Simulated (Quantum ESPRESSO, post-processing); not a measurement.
# Be(0001), 4 layers: vacuum convergence, part 2 of 2

Which setting serves for Be(0001), 4 layers? The runs below step through one kind of setting.

Quantum ESPRESSO 7.5; plane-wave DFT, PBE, SSSP efficiency pseudopotentials.

So far. Step 3 (Potential by pp.x): Inside the slab this potential holds the local part of the pseudopotentials, which can be repulsive at the nuclei; only its value in the vacuum has a meaning of its own. Step 5 (Potential by pp.x): Counted from each run's own zero (the Fermi level), the vacuum level differs from the first run's by -1 meV.

### 6. SCF with pw.x: 14 Å of vacuum

c4.in reads:

```
&control
  prefix = 'c4'
  outdir = './out'
  pseudo_dir = './pseudo'
  calculation = 'scf'
  tprnfor = .true.
/
&system
  ibrav = 0
  nat = 4
  ntyp = 1
  ecutwfc = 45
  ecutrho = 360
  occupations = 'smearing'
  smearing = 'mv'
  degauss = 0.02
/
&electrons
  conv_thr = 1e-07
  mixing_beta = 0.4
  electron_maxstep = 120
  mixing_mode = 'local-TF'
/
ATOMIC_SPECIES
  Be  9.0122  be_pbe_v1.4.uspp.F.UPF
CELL_PARAMETERS angstrom
  2.29000000000000 0.00000000000000 0.00000000000000
  1.14500000000000 1.98319817466636 0.00000000000000
  0.00000000000000 0.00000000000000 19.38264500000000
ATOMIC_POSITIONS crystal
  Be  0.666666666700 0.666666666700 0.361147820641
  Be  0.000000000000 0.000000000000 0.453715940214
  Be  0.666666666700 0.666666666700 0.546284059786
  Be  0.000000000000 0.000000000000 0.638852179359
K_POINTS automatic
  12 12 1 0 0 0
```

On the command line:

```sh
$ OMP_NUM_THREADS=1 mpirun -n 4 pw.x -nk 4 -in c4.in > c4.out
```

The program printed:

```text
[banner, memory and clock lines left out]
Program PWSCF v.7.5 starts
[...]
Message from routine setup:
[...]
number of electrons       =        16.00
     number of Kohn-Sham states=           12
     kinetic-energy cutoff     =      45.0000  Ry
     charge density cutoff     =     360.0000  Ry
[...]
number of k points=    19  Marzari-Vanderbilt smearing, width (Ry)=  0.0200
[...]
Dense  grid:    68411 G-vectors     FFT dimensions: (  27,  27, 225)
[...]
negative rho (up, down):  1.970E-05 0.000E+00
     Starting wfcs are   20 randomized atomic wfcs
[...]
estimated scf accuracy    <       0.28112129 Ry
[...]
estimated scf accuracy    <       0.17528425 Ry
[...]
estimated scf accuracy    <       0.01249745 Ry
[...]
estimated scf accuracy    <       0.02954416 Ry
[...]
estimated scf accuracy    <       0.00734738 Ry
[...]
negative rho (up, down):  4.218E-03 0.000E+00
[...]
estimated scf accuracy    <       0.01184079 Ry
[...]
negative rho (up, down):  3.191E-03 0.000E+00
[...]
estimated scf accuracy    <       0.00260914 Ry
[...]
negative rho (up, down):  3.749E-03 0.000E+00
[...]
estimated scf accuracy    <       0.00137632 Ry
[...]
negative rho (up, down):  1.642E-04 0.000E+00
[...]
estimated scf accuracy    <       0.00001781 Ry
[...]
negative rho (up, down):  9.672E-05 0.000E+00
[...]
estimated scf accuracy    <       0.00004185 Ry
[...]
negative rho (up, down):  2.609E-05 0.000E+00
[...]
estimated scf accuracy    <       0.00000308 Ry
[...]
negative rho (up, down):  2.493E-05 0.000E+00
[...]
the Fermi energy is    -0.4410 ev
!    total energy              =    -112.90738667 Ry
     estimated scf accuracy    <       0.00000005 Ry
     smearing contrib. (-TS)   =      -0.00080709 Ry
     internal energy E=F+TS    =    -112.90657958 Ry
[...]
one-electron contribution =    -551.22590638 Ry
     hartree contribution      =     258.11847212 Ry
     xc contribution           =     -20.19608532 Ry
     ewald contribution        =     200.39694000 Ry
     convergence has been achieved in  12 iterations
[...]
Total force =     0.009316     Total SCF correction =     0.000768
[...]
```

The job ended after 9.6 s (4 MPI ranks of Arm Neoverse V1, shared host; peak memory 0.4 GiB; 38 s of CPU time).

This step gave:

```
free energy  : -1536.1833 eV
Fermi energy : -0.441 eV
```

The program's own clock; routines nest. Time by routine:

```csv
routine,wall time (s),calls
PWSCF,9.1,1
electrons,8.43,1
c_bands,3.92,12
cegterg,3.61,60
h_psi,3.21,307
fftw,3.02,4486
vloc_psi,2.81,307
mix_rho,2.32,12
ffts,1.63,1154
sum_band,1.08,12
v_of_rho,0.8,13
init_run,0.5,1
fft,0.47,169
newd,0.34,13
```

### 7. Electrostatic potential

c4.pot.in reads:

```
&inputpp
  prefix = 'c4'
  outdir = './out'
  filplot = 'c4.pot.dat'
  plot_num = 11
/
```

On the command line:

```sh
$ OMP_NUM_THREADS=1 mpirun -n 4 pp.x -in c4.pot.in > c4.pot.out
```

Wall time 0.79 s (4 MPI ranks); peak memory 0.11 GiB.

This step gave:

| Property | Result |
| --- | --- |
| potential in the middle of the vacuum, over the Fermi level | 5.347 eV |

Counted from each run's own zero (the Fermi level), the vacuum level differs from the first run's by +1 meV.

### 8. Ground state: 12 Å of vacuum

c6.in reads:

```
&control
  prefix = 'c6'
  outdir = './out'
  pseudo_dir = './pseudo'
  calculation = 'scf'
  tprnfor = .true.
/
&system
  ibrav = 0
  nat = 4
  ntyp = 1
  ecutwfc = 45
  ecutrho = 360
  occupations = 'smearing'
  smearing = 'mv'
  degauss = 0.02
/
&electrons
  conv_thr = 1e-07
  mixing_beta = 0.4
  electron_maxstep = 120
  mixing_mode = 'local-TF'
/
ATOMIC_SPECIES
  Be  9.0122  be_pbe_v1.4.uspp.F.UPF
CELL_PARAMETERS angstrom
  2.29000000000000 0.00000000000000 0.00000000000000
  1.14500000000000 1.98319817466636 0.00000000000000
  0.00000000000000 0.00000000000000 17.38264500000000
ATOMIC_POSITIONS crystal
  Be  0.666666666700 0.666666666700 0.345171865386
  Be  0.000000000000 0.000000000000 0.448390621795
  Be  0.666666666700 0.666666666700 0.551609378205
  Be  0.000000000000 0.000000000000 0.654828134614
K_POINTS automatic
  12 12 1 0 0 0
```

On the command line:

```sh
$ OMP_NUM_THREADS=1 mpirun -n 4 pw.x -nk 4 -in c6.in > c6.out
```

The program printed:

```text
[banner, memory and clock lines left out]
Program PWSCF v.7.5 starts
[...]
Message from routine setup:
[...]
number of electrons       =        16.00
     number of Kohn-Sham states=           12
     kinetic-energy cutoff     =      45.0000  Ry
     charge density cutoff     =     360.0000  Ry
[...]
number of k points=    19  Marzari-Vanderbilt smearing, width (Ry)=  0.0200
[...]
Dense  grid:    61333 G-vectors     FFT dimensions: (  27,  27, 200)
[...]
negative rho (up, down):  9.844E-06 0.000E+00
     Starting wfcs are   20 randomized atomic wfcs
[...]
estimated scf accuracy    <       0.28151292 Ry
[...]
estimated scf accuracy    <       0.17518265 Ry
[...]
estimated scf accuracy    <       0.01220584 Ry
[...]
estimated scf accuracy    <       0.02844079 Ry
[...]
estimated scf accuracy    <       0.00553982 Ry
[...]
negative rho (up, down):  2.469E-03 0.000E+00
[...]
estimated scf accuracy    <       0.00887220 Ry
[...]
negative rho (up, down):  8.378E-04 0.000E+00
[...]
estimated scf accuracy    <       0.00104331 Ry
[...]
negative rho (up, down):  9.734E-04 0.000E+00
[...]
estimated scf accuracy    <       0.00047587 Ry
[...]
negative rho (up, down):  1.742E-05 0.000E+00
[...]
estimated scf accuracy    <       0.00000215 Ry
[...]
negative rho (up, down):  1.701E-05 0.000E+00
[...]
estimated scf accuracy    <       0.00000692 Ry
[...]
negative rho (up, down):  1.214E-05 0.000E+00
[...]
the Fermi energy is     0.1213 ev
!    total energy              =    -112.90738597 Ry
     estimated scf accuracy    <       0.00000007 Ry
     smearing contrib. (-TS)   =      -0.00080683 Ry
     internal energy E=F+TS    =    -112.90657914 Ry
[...]
one-electron contribution =    -444.85700244 Ry
     hartree contribution      =     205.26962941 Ry
     xc contribution           =     -20.19616064 Ry
     ewald contribution        =     146.87695454 Ry
     convergence has been achieved in  11 iterations
[...]
Total force =     0.009594     Total SCF correction =     0.000731
[...]
```

Elapsed: 7.9 s, on 4 MPI ranks; peak memory 0.38 GiB.

This step gave:

| Item | Value |
| --- | --- |
| free energy | -1536.1832 eV |
| Fermi energy | 0.1213 eV |

The program's own clock; routines nest. Time by routine:

```csv
routine,wall time (s),calls
PWSCF,7.39,1
electrons,6.75,1
c_bands,3.22,11
cegterg,2.95,55
h_psi,2.64,282
fftw,2.47,4136
vloc_psi,2.31,282
mix_rho,1.69,11
ffts,1.16,1007
sum_band,0.89,11
v_of_rho,0.69,12
init_run,0.48,1
fft,0.44,156
newd,0.29,12
```

### 9. Electrostatic potential

c6.pot.in reads:

```
&inputpp
  prefix = 'c6'
  outdir = './out'
  filplot = 'c6.pot.dat'
  plot_num = 11
/
```

On the command line:

```sh
$ OMP_NUM_THREADS=1 mpirun -n 4 pp.x -in c6.pot.in > c6.pot.out
```

Elapsed: 0.78 s, on 4 MPI ranks; peak memory 0.11 GiB.

Read from the output:

```
potential in the middle of the vacuum, over the Fermi level : 5.344 eV
```

Counted from each run's own zero (the Fermi level), the vacuum level differs from the first run's by -1 meV.

### 10. SCF with pw.x: 10 Å of vacuum

c8.in reads:

```
&control
  prefix = 'c8'
  outdir = './out'
  pseudo_dir = './pseudo'
  calculation = 'scf'
  tprnfor = .true.
/
&system
  ibrav = 0
  nat = 4
  ntyp = 1
  ecutwfc = 45
  ecutrho = 360
  occupations = 'smearing'
  smearing = 'mv'
  degauss = 0.02
/
&electrons
  conv_thr = 1e-07
  mixing_beta = 0.4
  electron_maxstep = 120
  mixing_mode = 'local-TF'
/
ATOMIC_SPECIES
  Be  9.0122  be_pbe_v1.4.uspp.F.UPF
CELL_PARAMETERS angstrom
  2.29000000000000 0.00000000000000 0.00000000000000
  1.14500000000000 1.98319817466636 0.00000000000000
  0.00000000000000 0.00000000000000 15.38264500000000
ATOMIC_POSITIONS crystal
  Be  0.666666666700 0.666666666700 0.325041629707
  Be  0.000000000000 0.000000000000 0.441680543236
  Be  0.666666666700 0.666666666700 0.558319456764
  Be  0.000000000000 0.000000000000 0.674958370293
K_POINTS automatic
  12 12 1 0 0 0
```

On the command line:

```sh
$ OMP_NUM_THREADS=1 mpirun -n 4 pw.x -nk 4 -in c8.in > c8.out
```

The program printed:

```text
[banner, memory and clock lines left out]
Program PWSCF v.7.5 starts
[...]
Message from routine setup:
[...]
number of electrons       =        16.00
     number of Kohn-Sham states=           12
     kinetic-energy cutoff     =      45.0000  Ry
     charge density cutoff     =     360.0000  Ry
[...]
number of k points=    19  Marzari-Vanderbilt smearing, width (Ry)=  0.0200
[...]
Dense  grid:    54301 G-vectors     FFT dimensions: (  27,  27, 180)
[...]
negative rho (up, down):  5.665E-08 0.000E+00
     Starting wfcs are   20 randomized atomic wfcs
[...]
estimated scf accuracy    <       0.28188493 Ry
[...]
estimated scf accuracy    <       0.17526013 Ry
[...]
estimated scf accuracy    <       0.01182054 Ry
[...]
estimated scf accuracy    <       0.02852429 Ry
[...]
estimated scf accuracy    <       0.00319981 Ry
[...]
negative rho (up, down):  1.304E-05 0.000E+00
[...]
estimated scf accuracy    <       0.00589504 Ry
[...]
negative rho (up, down):  2.459E-08 0.000E+00
[...]
estimated scf accuracy    <       0.00021447 Ry
[...]
negative rho (up, down):  1.292E-06 0.000E+00
[...]
estimated scf accuracy    <       0.00009276 Ry
[...]
negative rho (up, down):  1.088E-05 0.000E+00
[...]
estimated scf accuracy    <       0.00000038 Ry
[...]
negative rho (up, down):  1.464E-06 0.000E+00
[...]
estimated scf accuracy    <       0.00000057 Ry
[...]
negative rho (up, down):  6.241E-07 0.000E+00
[...]
the Fermi energy is     0.8330 ev
!    total energy              =    -112.90739065 Ry
     estimated scf accuracy    <          2.9E-09 Ry
     smearing contrib. (-TS)   =      -0.00080630 Ry
     internal energy E=F+TS    =    -112.90658434 Ry
[...]
one-electron contribution =    -343.30450354 Ry
     hartree contribution      =     154.90873876 Ry
     xc contribution           =     -20.19608583 Ry
     ewald contribution        =      95.68526626 Ry
     convergence has been achieved in  11 iterations
[...]
Total force =     0.009456     Total SCF correction =     0.000100
[...]
```

The job ended after 7 s (4 MPI ranks; peak memory 0.35 GiB; 28 s of CPU time).

Read from the output:

| Quantity | Value |
| --- | --- |
| free energy | -1536.1833 eV |
| Fermi energy | 0.833 eV |

The program's own clock; routines nest. Time by routine:

```csv
routine,wall time (s),calls
PWSCF,6.44,1
electrons,5.86,1
c_bands,2.78,11
cegterg,2.54,55
h_psi,2.25,283
fftw,2.09,4124
vloc_psi,1.96,283
mix_rho,1.5,11
ffts,1.05,959
sum_band,0.76,11
v_of_rho,0.59,12
init_run,0.43,1
fft,0.34,156
newd,0.25,12
```

### 11. Potential by pp.x

c8.pot.in reads:

```
&inputpp
  prefix = 'c8'
  outdir = './out'
  filplot = 'c8.pot.dat'
  plot_num = 11
/
```

On the command line:

```sh
$ OMP_NUM_THREADS=1 mpirun -n 4 pp.x -in c8.pot.in > c8.pot.out
```

Wall time 0.77 s (4 MPI ranks); peak memory 0.11 GiB.

Numbers from this step:

- potential in the middle of the vacuum, over the Fermi level: 5.348 eV

Counted from each run's own zero (the Fermi level), the vacuum level differs from the first run's by +2 meV.

### 12. SCF with pw.x: 8 Å of vacuum

c10.in reads:

```
&control
  prefix = 'c10'
  outdir = './out'
  pseudo_dir = './pseudo'
  calculation = 'scf'
  tprnfor = .true.
/
&system
  ibrav = 0
  nat = 4
  ntyp = 1
  ecutwfc = 45
  ecutrho = 360
  occupations = 'smearing'
  smearing = 'mv'
  degauss = 0.02
/
&electrons
  conv_thr = 1e-07
  mixing_beta = 0.4
  electron_maxstep = 120
  mixing_mode = 'local-TF'
/
ATOMIC_SPECIES
  Be  9.0122  be_pbe_v1.4.uspp.F.UPF
CELL_PARAMETERS angstrom
  2.29000000000000 0.00000000000000 0.00000000000000
  1.14500000000000 1.98319817466636 0.00000000000000
  0.00000000000000 0.00000000000000 13.38264500000000
ATOMIC_POSITIONS crystal
  Be  0.666666666700 0.666666666700 0.298894575773
  Be  0.000000000000 0.000000000000 0.432964858591
  Be  0.666666666700 0.666666666700 0.567035141409
  Be  0.000000000000 0.000000000000 0.701105424227
K_POINTS automatic
  12 12 1 0 0 0
```

On the command line:

```sh
$ OMP_NUM_THREADS=1 mpirun -n 4 pw.x -nk 4 -in c10.in > c10.out
```

The program printed:

```text
[banner, memory and clock lines left out]
Program PWSCF v.7.5 starts
[...]
Message from routine setup:
[...]
number of electrons       =        16.00
     number of Kohn-Sham states=           12
     kinetic-energy cutoff     =      45.0000  Ry
     charge density cutoff     =     360.0000  Ry
[...]
number of k points=    19  Marzari-Vanderbilt smearing, width (Ry)=  0.0200
[...]
Dense  grid:    47247 G-vectors     FFT dimensions: (  27,  27, 160)
[...]
Starting wfcs are   20 randomized atomic wfcs
[...]
estimated scf accuracy    <       0.28262565 Ry
[...]
estimated scf accuracy    <       0.17435992 Ry
[...]
estimated scf accuracy    <       0.01075737 Ry
[...]
estimated scf accuracy    <       0.02458245 Ry
[...]
estimated scf accuracy    <       0.00111963 Ry
[...]
estimated scf accuracy    <       0.00222047 Ry
[...]
estimated scf accuracy    <       0.00001694 Ry
[...]
estimated scf accuracy    <       0.00001359 Ry
[...]
the Fermi energy is     1.7526 ev
!    total energy              =    -112.90743981 Ry
     estimated scf accuracy    <       0.00000006 Ry
     smearing contrib. (-TS)   =      -0.00079511 Ry
     internal energy E=F+TS    =    -112.90664470 Ry
[...]
one-electron contribution =    -248.74679279 Ry
     hartree contribution      =     108.17031579 Ry
     xc contribution           =     -20.19591596 Ry
     ewald contribution        =      47.86574826 Ry
     convergence has been achieved in   9 iterations
[...]
Total force =     0.009374     Total SCF correction =     0.000284
[...]
```

Run time: 5.2 s. Hardware: 4 MPI ranks; peak memory 0.33 GiB.

Numbers from this step:

```
free energy  : -1536.1840 eV
Fermi energy : 1.753 eV
```

The program's own clock; routines nest. Time by routine:

```csv
routine,wall time (s),calls
PWSCF,4.61,1
electrons,4.05,1
c_bands,2.11,9
cegterg,1.91,45
h_psi,1.74,209
fftw,1.65,3380
vloc_psi,1.54,209
mix_rho,0.77,9
sum_band,0.58,9
ffts,0.55,563
v_of_rho,0.44,10
init_run,0.42,1
fft,0.25,130
newd,0.19,10
```

### 13. Potential by pp.x

c10.pot.in reads:

```
&inputpp
  prefix = 'c10'
  outdir = './out'
  filplot = 'c10.pot.dat'
  plot_num = 11
/
```

On the command line:

```sh
$ OMP_NUM_THREADS=1 mpirun -n 4 pp.x -in c10.pot.in > c10.pot.out
```

It took 0.75 s on 4 MPI ranks; peak memory 0.11 GiB; 2.7 s of CPU time.

Read from the output:

* potential in the middle of the vacuum, over the Fermi level: 5.360 eV

Counted from each run's own zero (the Fermi level), the vacuum level differs from the first run's by +14 meV.

### 14. The series side by side

All levels:

```csv
level,vacuum level over the Fermi level (eV),its change from the first (meV),energy from the first (meV an atom),SCF iterations,wall time (s),peak memory (GiB),CPU time (s)
24 Å of vacuum,5.345,0,0,15,21.17,0.39,84.36
18 Å of vacuum,5.344,-0.8144,-0.004014,14,14.87,0.33,59.21
14 Å of vacuum,5.347,1.351,-0.008742,12,9.64,0.4,38.3
12 Å of vacuum,5.344,-1.124,-0.006361,11,7.93,0.38,31.44
10 Å of vacuum,5.348,2.454,-0.02228,11,6.98,0.35,27.63
8 Å of vacuum,5.36,14.27,-0.1895,9,5.15,0.33,20.33
```

### 15. Summary of results

* vacuum level over the Fermi level, 24 Å of vacuum: 5.345 eV
* cheapest step of the main series that, with all steps before it, keeps the vacuum level within 20 meV of the first: 8 Å of vacuum: +14 meV, 20 s of CPU time against 84 s
* setting with the largest shift of the level: 8 Å of vacuum: +14 meV

What this shows: The cheapest step of the main series that, with all steps before it, keeps the vacuum level within 20 meV of the first is 8 Å of vacuum: +14 meV, 20 s of CPU time against 84 s. Over the series the energy moves by up to 0.189 meV an atom and the vacuum level by up to 14 meV. The level is read in the middle of the vacuum, where a short gap still holds the tails of both faces. The times come from a shared host and are rough. Peak memory is sampled during the run and can miss the peak. The geometry is as built, not relaxed.

[Logs are printed without paths, hosts, clocks, repeated set-up lines and the standing remarks that a program may print on its own settings, such as how far it seeks lower states.]

[Hosts, paths, dates, database ids (printed as entryN), source tags and the programs' standing remarks are cut or masked in the printed files.]

[Maps of the electrostatic potential energy from Ansatz leave out the sawtooth potential of an applied field or a dipole correction, so their vacuum need not be flat; planar profiles and work functions include it.]
